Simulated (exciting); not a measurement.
# Core excitons at the O K edge of NaTlO, part 2 of 3

How far do the exchange and direct terms reshape the O K edge of NaTlO?

exciting sodium; X-ray absorption, core-level Bethe-Salpeter equation, exchange and statically screened direct term, Tamm-Dancoff, all-electron LAPW+lo LDA.

So far. Step 3 (A richer basis for the empty states): Against the first ground state the total energy moves by -10 meV an atom and the gap by -0.01 eV.

### Step 4. Screening, kernels and BSE for O atom 5

The absorber has 3 Na at 2.29 Å and 3 Tl at 2.47 Å (distorted octahedral, site symmetry 3m).

input.xml reads:

```
<input>
  <title>NaTlO</title>
  <structure speciespath="." autormt="false" epslat="1.0e-5">
    <crystal>
      <basevect>6.5845364187 0.0000000000 0.0000000000</basevect>
      <basevect>-3.2922682094 5.7023758107 0.0000000000</basevect>
      <basevect>0.0000000000 0.0000000000 21.5326574787</basevect>
    </crystal>
    <species speciesfile="Tl.xml" rmt="2.300">
      <atom coord="0.6666666667 0.3333333333 0.6157190300"/>
      <atom coord="0.3333333333 0.6666666667 0.1157190300"/>
    </species>
    <species speciesfile="Na.xml" rmt="2.240">
      <atom coord="0.3333333333 0.6666666667 0.3938852900"/>
      <atom coord="0.6666666667 0.3333333333 0.8938852900"/>
    </species>
    <species speciesfile="O.xml" rmt="1.963">
      <atom coord="0.0000000000 0.0000000000 0.4903956800"/>
      <atom coord="0.0000000000 0.0000000000 0.9903956800"/>
    </species>
  </structure>
  <groundstate do="skip" xctype="LDA_PW" ngridk="6 6 1" rgkmax="7" gmaxvr="14" nempty="8" swidth="0.001" maxscl="100" epsengy="1e-5"/>
  <xs xstype="BSE" ngridk="5 5 1" ngridq="5 5 1" vkloff="0.097 0.273 0.493" rgkmax="7" nempty="44" gqmax="3" lmaxapwwf="5" lmaxemat="2" broad="0.01654" tevout="true">
    <energywindow intv="17.976 19.593" points="439"/>
    <screening screentype="full" nempty="73"/>
    <BSE xas="true" xasspecies="3" xasatom="1" xasedge="K" bsetype="singlet" nstlxas="1 40"/>
    <qpointset>
      <qpoint>0 0 0</qpoint>
    </qpointset>
    <plan>
      <doonly task="xsgeneigvec"/>
      <doonly task="writepmatxs"/>
      <doonly task="scrgeneigvec"/>
      <doonly task="scrwritepmat"/>
      <doonly task="screen"/>
      <doonly task="scrcoulint"/>
      <doonly task="exccoulint"/>
    </plan>
  </xs>
</input>
```

input.xml for the last start (plan only) reads:

```
  <plan>
    <doonly task="bse"/>
  </plan>
```

Run with:

```
> OMP_NUM_THREADS=1 mpirun -n 4 exciting
> OMP_NUM_THREADS=4 exciting
```

Numbers of over 12 decimals in the logs are rounded to 6 here.

The log of the run:

```text
| EXCITING SODIUM started for task xsgeneigvec ( 301)                          =
One-shot GS runs for BSE calculations
One-shot GS runs for k+qmt/2 grids
Info(xsgeneigvec): Generating eigenvectors for Q-point      1
Info(xsgeneigvec): Generation of eigenvectors finished
| EXCITING SODIUM started for task writepmatxs ( 320)                          =
Info(writepmatxs): Momentum matrix elements finished
| EXCITING SODIUM started for task scrgeneigvec ( 401)                         =
One-shot GS runs for BSE calculations
One-shot GS runs for k+qmt/2 grids
Info(xsgeneigvec): Generating eigenvectors for Q-point      1
Using screening GS parameters.
Info(xsgeneigvec): Generation of eigenvectors finished
| EXCITING SODIUM started for task scrwritepmat ( 420)                         =
Info(writepmatxs): Momentum matrix elements finished
Info(scrwritepmat): Momentum matrix elements for screening finished
| EXCITING SODIUM started for task screen ( 430)                               =
Info(screenlauncher): Calculating screening for unshifted q-grid.
Info(screenlauncher): Number of q points:       5
Info(screenlauncher): lowest (partially)  unoccupied state:     35
Info(screenlauncher): highest (partially) occupied state  :     34
Info(screenlauncher): number of occupied states considered:   34
Info(screenlauncher): number of unoccupied states considered:   74
Info(screenlauncher): Starting loop over q-points
Info(screenlauncher): Screening for unshifted q-grid finished
Info(screenlauncher): Screening finished
| EXCITING SODIUM started for task scrcoulint ( 440)                           =
Info(scrcoulintlauncher): Setting up screened Coulomb interaction matrix W.
Info(scrcoulintlauncher): Using momentum transfer vectors from list :   1 to  1
Info(scrcoulintlauncher): Calculating screened Coulomb interaction matrix W
Info(scrcoulintlauncher): Momentum transfer list index: iqmt=  1
Info(scrcoulintlauncher): Momentum transfer: vqmtl=   0.000   0.000   0.000
Info(scrcoulintlauncher): Calculating RR block of W
Info(scrcoulint): Inspecting occupations...
Info(setranges_modxs): Number of non-reduced k-points:       25
Info(setranges_modxs): Number of states considered:       79
Info(setranges_modxs): Number of (partially) occupied states:        2
Info(setranges_modxs): Highest (partially) occupied states:       34
Info(setranges_modxs): Number of (partially) unoccupied states:       45
Info(setranges_modxs): Lowest (partially) unoccupied states:       35
Info(scrcoulint): Selecting transitions...
Info(select_transitions): Inspecting transitions in the  band interval:
  lowest occupied state:   1
  highest occupied state:   2
  lowest unoccupied state:  35
  highest unoccupied state:  74
  Opening gap with a scissor of:      0.000/H      0.000/eV
Info(select_transitions): Number of participating transitions:    2000
Info(scrcoulint): Size of file SCCLI will be about     0.030994 GB
Info(scrcoulint): Using q-grid
Info(scrcoulint): Number of reduced q-points:      5
Info(scrcoulint): Number of non-reduced q-points:     25
Info(scrcoulint): Calculating W(G1,G2,qr) fourier coefficients
Info(scrcoulint): Calculating W matrix elements
Info(scrcoulintlauncher): Screened coulomb interaction finished for iqmt=   1
| EXCITING SODIUM started for task exccoulint ( 441)                           =
Info(exccoulintlauncher): Setting up exchange interaction matrix V.
Info(exccoulintlauncher): Using momentum transfer vectors from list :   1 to  1
Info(exccoulintlauncher):Calculating exchange interaction matrix V
Info(exccoulintlauncher): Momentum transfer list index: iqmt=  1
Info(exccoulintlauncher): Momentum transfer: vqmtl=   0.000   0.000   0.000
Info(exccoulintlauncher): Calculating RR block of V
Info(exccoulint): Inspecting occupations...
Info(setranges_modxs): Number of non-reduced k-points:       25
Info(setranges_modxs): Number of states considered:       79
Info(setranges_modxs): Number of (partially) occupied states:        2
Info(setranges_modxs): Highest (partially) occupied states:       34
Info(setranges_modxs): Number of (partially) unoccupied states:       45
Info(setranges_modxs): Lowest (partially) unoccupied states:       35
Info(exccoulint): Selecting transitions...
Info(select_transitions): Inspecting transitions in the  band interval:
  lowest occupied state:   1
  highest occupied state:   2
  lowest unoccupied state:  35
  highest unoccupied state:  74
  Opening gap with a scissor of:      0.000/H      0.000/eV
Info(select_transitions): Number of participating transitions:    2000
Info(exccoulint): Size of file EXCLI will be about     0.030994 GB
Info(exccoulint): Generating plane wave matrix elements for momentum transfer iqmt=   1
  Timing (in seconds)	   :     636.285
Info(exccoulint): Generating V matrix elements
Info(exccoulint): Zeroing Coulomb potential at G+qmt index:  1
Info(exccoulintlauncher): Exchange interaction finished for iqmt=   1
| EXCITING SODIUM started for task bse ( 445)                                  =
Info(bselauncher): Init time:    2.069320
Info(bselauncher): Setting up and diagonalizing BSE Hamiltonian.
Info(bselauncher): Using momentum transfer vectors from list :   1 to  1
Info(bselauncher): Distributing qmt-points over   1 processes.
Info(bselauncher): BSE type: singlet
Info(bselauncher): Momentum transfer list index: iqmt=  1
Info(bselauncher): Momentum transfer: vqmtl=   0.000   0.000   0.000
Info(bse): Inspecting occupations...
Info(setranges_modxs): Number of non-reduced k-points:       25
Info(setranges_modxs): Number of states considered:       79
Info(setranges_modxs): Number of (partially) occupied states:        2
Info(setranges_modxs): Highest (partially) occupied states:       34
Info(setranges_modxs): Number of (partially) unoccupied states:       45
Info(setranges_modxs): Lowest (partially) unoccupied states:       35
Info(select_transitions): Inspecting transitions in the  band interval:
  lowest occupied state:   1
  highest occupied state:   2
  lowest unoccupied state:  35
  highest unoccupied state:  74
  Opening gap with a scissor of:      0.000/H      0.000/eV
Info(select_transitions): Number of participating transitions:    2000
Info(bse): Selecting transitions...
Info(bse):bsegap (eV):   502.216943
Info(bse): Assembling BSE matrix
  RR/RA blocks of global BSE-Hamiltonian:
  Size of the Hamiltonian:    2000
  Number of k-points:      25
  Distributing matrix to   1 processes
  Local matrix shape   2000 x  2000
Info(bse): max local RAM needed for BSE matrices ~     0.059605 GB
Info(setup_bse_block): Setting up RR part of hamiltonian
Info(setup_bse_block): Singlet spin state
Info(bse): Diagonalizing RR Hamiltonian (TDA)
Info(bse): Invoking Lapack routine ZHEEVR
      2000 eigen solutions found in the interval:
         i1=       1 i2=    2000
Info(bse): Writing excition energies and oscillator strengths to text file.
Info(makespectrum_dist): Making spectrum using formula for coupling with time reversed AR basis.
Info(makespectrum_dist): Using formalism for vanishing momentum transfer.
Info(writederived): Writing quantities derived from the macroscopic dielectric function.
Info(bselauncher): Spectrum finished for iqmt=  1
Info(bselauncher): All done for BSE type singlet
```

The job ended after 19 min (4 MPI ranks of Intel Xeon at 2.70GHz, shared host).

Wall time by task: xsgeneigvec 14 s, writepmatxs 12 s, scrgeneigvec 11 s, scrwritepmat 12 s, screen 2.9 min, scrcoulint 3.7 min, exccoulint 11 min, bse 12 s.

The O K spectrum of O atom 5 (energy from the Kohn–Sham onset, core level to the lowest empty state found on the meshes used, 501.15 eV; the ground-state mesh sets it, and the shifted mesh has its lowest transition 1.07 eV above it; Im ε scaled to the maximum of the singlet run; cut below the end of the band set):

```
E (eV)  isotropic  ε ⊥ c  ε ∥ c
  -3.5       0.02   0.02   0.03
  -3.0       0.03   0.03   0.03
  -2.5       0.04   0.03   0.04
  -2.0       0.05   0.04   0.06
  -1.5       0.06   0.06   0.08
  -1.0       0.10   0.08   0.13
  -0.5       0.17   0.13   0.25
   0.0       0.38   0.25   0.64
   0.5       0.82   0.60   1.25
   1.0       1.00   1.07   0.85
   1.5       0.81   0.92   0.57
   2.0       0.57   0.65   0.42
   2.5       0.49   0.55   0.37
   3.0       0.69   0.80   0.49
   3.5       0.56   0.63   0.41
   4.0       0.45   0.48   0.39
   4.5       0.46   0.42   0.56
   5.0       0.47   0.41   0.59
   5.5       0.43   0.41   0.47
   6.0       0.31   0.30   0.33
   6.5       0.24   0.24   0.25
   7.0       0.25   0.24   0.26
   7.5       0.37   0.36   0.38
   8.0       0.33   0.36   0.27
   8.5       0.27   0.32   0.18
   9.0       0.31   0.37   0.18
   9.5       0.25   0.28   0.19
  10.0       0.21   0.21   0.20
  10.5       0.20   0.17   0.25
  11.0       0.18   0.16   0.24
  11.5       0.19   0.17   0.24
  12.0       0.24   0.21   0.30
  12.5       0.30   0.24   0.42
  13.0       0.27   0.21   0.39
  13.5       0.23   0.17   0.34
  14.0       0.22   0.17   0.32
  14.5       0.24   0.20   0.33
  15.0       0.25   0.24   0.26
  15.5       0.27   0.31   0.20
  16.0       0.26   0.29   0.21
  16.5       0.23   0.23   0.23
  17.0       0.23   0.21   0.26
  17.5       0.23   0.25   0.18
  18.0       0.26   0.30   0.17
```

Maxima (height): 0.9 eV (1.00), 3.0 eV (0.70), 4.7 eV (0.48), 7.6 eV (0.39), 9.1 eV (0.31), 12.6 eV (0.30) and 15.7 eV (0.29).

The Hamiltonian has 2000 rows. The lowest groups of eigenvalues and the brightest ones, on the scale above (the program counts from the shifted mesh's onset, 1.07 eV higher). Core spinors bring spin-forbidden partners, so dark means forbidden by spin or by symmetry, and the shifted mesh splits states that symmetry would keep together:

```csv
energy (eV),states within 10 meV,relative strength
0.376,1,dark
0.398,1,1.00
0.563,1,dark
0.575,1,0.66
0.672,2,0.13
0.782,2,0.48
0.864,1,0.48
0.890,2,0.40
1.008,2,0.35
2.954,1,0.71
```

### Step 5. Independent particles

input.xml: that of step 4 with these lines changed.

```diff
@@ -25,3 +25,3 @@
     <screening screentype="full" nempty="73"/>
-    <BSE xas="true" xasspecies="3" xasatom="1" xasedge="K" bsetype="singlet" nstlxas="1 40"/>
+    <BSE xas="true" xasspecies="3" xasatom="1" xasedge="K" bsetype="IP" nstlxas="1 40"/>
     <qpointset>
@@ -30,9 +30,3 @@
     <plan>
-      <doonly task="xsgeneigvec"/>
-      <doonly task="writepmatxs"/>
-      <doonly task="scrgeneigvec"/>
-      <doonly task="scrwritepmat"/>
-      <doonly task="screen"/>
-      <doonly task="scrcoulint"/>
-      <doonly task="exccoulint"/>
+      <doonly task="bse"/>
     </plan>
```

Run with:

```
> OMP_NUM_THREADS=4 exciting
```

The log of the run:

```text
| EXCITING SODIUM started for task bse ( 445)                                  =
Info(bselauncher): Init time:    1.874032
Info(bselauncher): Setting up and diagonalizing BSE Hamiltonian.
Info(bselauncher): Using momentum transfer vectors from list :   1 to  1
Info(bselauncher): Distributing qmt-points over   1 processes.
Info(bselauncher): BSE type: IP
Info(bselauncher): Momentum transfer list index: iqmt=  1
Info(bselauncher): Momentum transfer: vqmtl=   0.000   0.000   0.000
Info(bse): Inspecting occupations...
Info(setranges_modxs): Number of non-reduced k-points:       25
[...]
highest unoccupied state:  74
  Opening gap with a scissor of:      0.000/H      0.000/eV
Info(select_transitions): Number of participating transitions:    2000
Info(bse): Selecting transitions...
Info(bse):bsegap (eV):   502.216943
Info(bse): IP requested, nothing much to do
Info(bse): Writing excition energies and oscillator strengths to text file.
Info(makespectrum_dist): Making spectrum using formula for coupling with time reversed AR basis.
Info(makespectrum_dist): Using formalism for vanishing momentum transfer.
Info(writederived): Writing quantities derived from the macroscopic dielectric function.
Info(bselauncher): Spectrum finished for iqmt=  1
Info(bselauncher): All done for BSE type IP
```

It took 3 s on 4 threads.

Maxima (height): 2.1 eV (0.56), 4.0 eV (0.57), 6.0 eV (0.54), 8.4 eV (0.42) and 9.9 eV (0.35); 3 lower ones aren't listed. The spectrum differs from the singlet run by 52 % r.m.s. Moving the earlier curve by +1.1 eV leaves 30 %. The highest maximum lies at 4.0 eV (0.57), against 0.9 eV (1.00).

### Step 6. Exchange alone

input.xml: that of step 5 with these lines changed.

```diff
@@ -25,3 +25,3 @@
     <screening screentype="full" nempty="73"/>
-    <BSE xas="true" xasspecies="3" xasatom="1" xasedge="K" bsetype="IP" nstlxas="1 40"/>
+    <BSE xas="true" xasspecies="3" xasatom="1" xasedge="K" bsetype="RPA" nstlxas="1 40"/>
     <qpointset>
```

Run with:

```
> OMP_NUM_THREADS=4 exciting
```

The log of the run:

```text
| EXCITING SODIUM started for task bse ( 445)                                  =
Info(bselauncher): Init time:    1.622981
Info(bselauncher): Setting up and diagonalizing BSE Hamiltonian.
Info(bselauncher): Using momentum transfer vectors from list :   1 to  1
Info(bselauncher): Distributing qmt-points over   1 processes.
Info(bselauncher): BSE type: RPA
Info(bselauncher): Momentum transfer list index: iqmt=  1
Info(bselauncher): Momentum transfer: vqmtl=   0.000   0.000   0.000
Info(bse): Inspecting occupations...
Info(setranges_modxs): Number of non-reduced k-points:       25
[...]
Info(setup_bse_block): Setting up RR part of hamiltonian
Info(setup_bse_block): Using RPA approximation
Info(bse): Diagonalizing RR Hamiltonian (TDA)
Info(bse): Invoking Lapack routine ZHEEVR
      2000 eigen solutions found in the interval:
         i1=       1 i2=    2000
Info(bse): Writing excition energies and oscillator strengths to text file.
Info(makespectrum_dist): Making spectrum using formula for coupling with time reversed AR basis.
Info(makespectrum_dist): Using formalism for vanishing momentum transfer.
Info(writederived): Writing quantities derived from the macroscopic dielectric function.
Info(bselauncher): Spectrum finished for iqmt=  1
Info(bselauncher): All done for BSE type RPA
```

The job ended after 12 s (4 threads).

Maxima (height): 2.1 eV (0.53), 4.0 eV (0.55), 6.0 eV (0.54), 8.4 eV (0.43) and 9.9 eV (0.35); 3 lower ones aren't listed. The spectrum differs from the independent-particle run by 2 % r.m.s.

### Step 7. A changed run

In this try the input is made faulty on purpose, to show what that does.

input.xml: that of step 6 with these lines changed.

```diff
@@ -24,4 +24,4 @@
     <energywindow intv="17.976 19.593" points="439"/>
-    <screening screentype="full" nempty="73"/>
-    <BSE xas="true" xasspecies="3" xasatom="1" xasedge="K" bsetype="RPA" nstlxas="1 40"/>
+    <screening screentype="full" nempty="8"/>
+    <BSE xas="true" xasspecies="3" xasatom="1" xasedge="K" bsetype="singlet" nstlxas="1 40"/>
     <qpointset>
@@ -30,3 +30,6 @@
     <plan>
-      <doonly task="bse"/>
+      <doonly task="scrgeneigvec"/>
+      <doonly task="scrwritepmat"/>
+      <doonly task="screen"/>
+      <doonly task="scrcoulint"/>
     </plan>
```

input.xml for the last start (plan only) reads:

```
  <plan>
    <doonly task="bse"/>
  </plan>
```

Run with:

```
> OMP_NUM_THREADS=1 mpirun -n 4 exciting
> OMP_NUM_THREADS=4 exciting
```

The log of the run:

```text
| EXCITING SODIUM started for task scrgeneigvec ( 401)                         =
One-shot GS runs for BSE calculations
One-shot GS runs for k+qmt/2 grids
Info(xsgeneigvec): Generating eigenvectors for Q-point      1
Using screening GS parameters.
Info(xsgeneigvec): Generation of eigenvectors finished
| EXCITING SODIUM started for task scrwritepmat ( 420)                         =
Info(writepmatxs): Momentum matrix elements finished
Info(scrwritepmat): Momentum matrix elements for screening finished
| EXCITING SODIUM started for task screen ( 430)                               =
[...]
Info(setup_bse_block): Setting up RR part of hamiltonian
Info(setup_bse_block): Singlet spin state
Info(bse): Diagonalizing RR Hamiltonian (TDA)
Info(bse): Invoking Lapack routine ZHEEVR
      2000 eigen solutions found in the interval:
         i1=       1 i2=    2000
Info(bse): Writing excition energies and oscillator strengths to text file.
Info(makespectrum_dist): Making spectrum using formula for coupling with time reversed AR basis.
Info(makespectrum_dist): Using formalism for vanishing momentum transfer.
Info(writederived): Writing quantities derived from the macroscopic dielectric function.
Info(bselauncher): Spectrum finished for iqmt=  1
Info(bselauncher): All done for BSE type singlet
```

Elapsed: 5.1 min, on 4 MPI ranks.

The input has a fault: far too few empty states in the screening. Against the singlet run the r.m.s. difference is 13 %. The highest maximum lies at 0.7 eV (1.12), against 0.9 eV (1.00). The first bright state moves from 0.40 to 0.27 eV. Too few states underscreen, so the attraction is too strong.

```csv
E (eV),first run,this run
-3.0,0.03,0.03
-2.0,0.05,0.05
-1.0,0.10,0.12
0.0,0.38,0.57
1.0,1.00,1.05
2.0,0.57,0.53
3.0,0.69,0.67
4.0,0.45,0.42
5.0,0.47,0.45
6.0,0.31,0.29
7.0,0.25,0.24
8.0,0.33,0.30
9.0,0.31,0.29
10.0,0.21,0.20
11.0,0.18,0.18
12.0,0.24,0.23
13.0,0.27,0.26
14.0,0.22,0.21
15.0,0.25,0.24
16.0,0.26,0.26
17.0,0.23,0.22
18.0,0.26,0.25
```

[end of part 2 of 3]

[Banner, clock and machine lines of the logs are left out without a mark of their own.]

[Logs are printed without paths, hosts, clocks, repeated set-up lines and the standing remarks that a program may print on its own settings, such as how far it seeks lower states.]

[Hosts, paths, dates, database ids (printed as entryN), source tags and the programs' standing remarks are cut or masked in the printed files.]
